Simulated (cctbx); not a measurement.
# What is wrong with this refinement?

Cell a = 5.7080 Å, b = 19.9750 Å, c = 7.9330 Å, α = 90.00°, β = 90.00°, γ = 90.00°; space group Cmcm (no. 63).

Simulated single-crystal data (cctbx): Ag Kα, λ = 0.56087 Å, to d = 0.77 Å, 95 % of the full sphere, strongest reflection 5000 counts, noise from counting, a 2 % proportional error and a noise floor of 4 counts (s.d.); no absorption.

An anisotropic refinement with weights 1/σ² prints:

```text
Rint 0.052, 612 unique reflections to 0.77 A
cycle     R1     wR2    GooF  max shift (A)
   1  0.0386  0.0784   2.092   0.00043
   2  0.0214  0.0429   1.146   0.00000
final R1 0.0214 wR2 0.0429 GooF 1.146  parameters 22  data/parameter 27.8
atom        x        y        z      Ueq    occ   su(xyz)  su(Uiso or U11)
I1     0.50000  0.64331  0.75000   0.0026  1.000  0.00004  0.0003
Ba1    0.50000  0.58177  0.25000   0.0124  1.000  0.00004  0.0004
I2     0.50000  0.00000  0.00000   0.0054  1.000  0.00000  0.0003
I3     0.00000  0.68751  0.01443   0.0046  1.000  0.00006  0.0002
Co1    0.00000  0.59026  0.25000   0.0071  1.000  0.00008  0.0007
difference map: max 2.73 min -2.02 rms 0.37
Q1    0.0000  0.1227  0.7500    4    2.76  0.41 A from I1
Q2    0.0000  0.3701  0.7090    8    1.66  0.86 A from Co1
Q3    0.0000  0.1578  0.7500    4    1.66  0.29 A from I1
Q4    0.0000  0.2735  0.7500    4    1.49  2.02 A from I3
Q5    0.0000  0.3158  0.7500    4    1.34  1.87 A from I3
Q6    0.0682  0.1984  0.6236   16    1.33  1.54 A from I1
```

Q: Accept it or mend it, and why?

Mend it. The fault: elements exchanged: Ba1 is I and I1 is Ba. Against the right model at the same level, R1 goes from 0.0177 to 0.0214 and GooF from 0.93 to 1.15, U of I1 shrinks from 0.0060 to 0.0026 Å² and U of Ba1 swells from 0.0088 to 0.0124 Å². Ba1 has 3 electrons too many and its U swells to shed them, as expected; I1 has 3 electrons too few and its U shrinks to make up, as expected. The signs are weak, and the output alone doesn't single this fault out.

The compound is BaCoI4. The right model at the same level gives:

```text
Rint 0.052, 612 unique reflections to 0.77 A
cycle     R1     wR2    GooF  max shift (A)
   1  0.0191  0.0381   1.016   0.00081
   2  0.0177  0.0348   0.929   0.00000
final R1 0.0177 wR2 0.0348 GooF 0.929  parameters 22  data/parameter 27.8
atom        x        y        z      Ueq    occ   su(xyz)  su(Uiso or U11)
Ba1    0.50000  0.64331  0.75000   0.0060  1.000  0.00003  0.0002
I1     0.50000  0.58178  0.25000   0.0088  1.000  0.00003  0.0003
I2     0.50000  0.00000  0.00000   0.0054  1.000  0.00000  0.0002
I3     0.00000  0.68752  0.01442   0.0046  1.000  0.00005  0.0002
Co1    0.00000  0.59022  0.25000   0.0069  1.000  0.00007  0.0006
difference map: max 1.54 min -1.63 rms 0.33
Q1    0.0000  0.3688  0.7500    4    1.56  0.82 A from Co1
Q2    0.0000  0.1143  0.7500    4    1.34  0.58 A from Ba1
Q3    0.0000  0.2846  0.7500    4    1.25  1.95 A from I3
Q4    0.0000  0.1137  0.6068    8    1.23  1.28 A from Ba1
Q5    0.1345  0.2837  0.0867   16    1.22  1.25 A from I3
Q6    0.0000  0.3937  0.6791    8    1.22  0.65 A from Co1
```

Isotropic U is held between 0.0001 and 1 Å² by the program, and listed peak heights are interpolated, so they can pass the grid's maximum.

The model was made for the exercise: a known structure type with other elements put in, its volume estimated, not relaxed; displacement parameters are assumed.

[Middle refinement cycles are left out of these outputs.]

[Logs are printed without paths, hosts, clocks, repeated set-up lines and the standing remarks that a program may print on its own settings, such as how far it seeks lower states.]
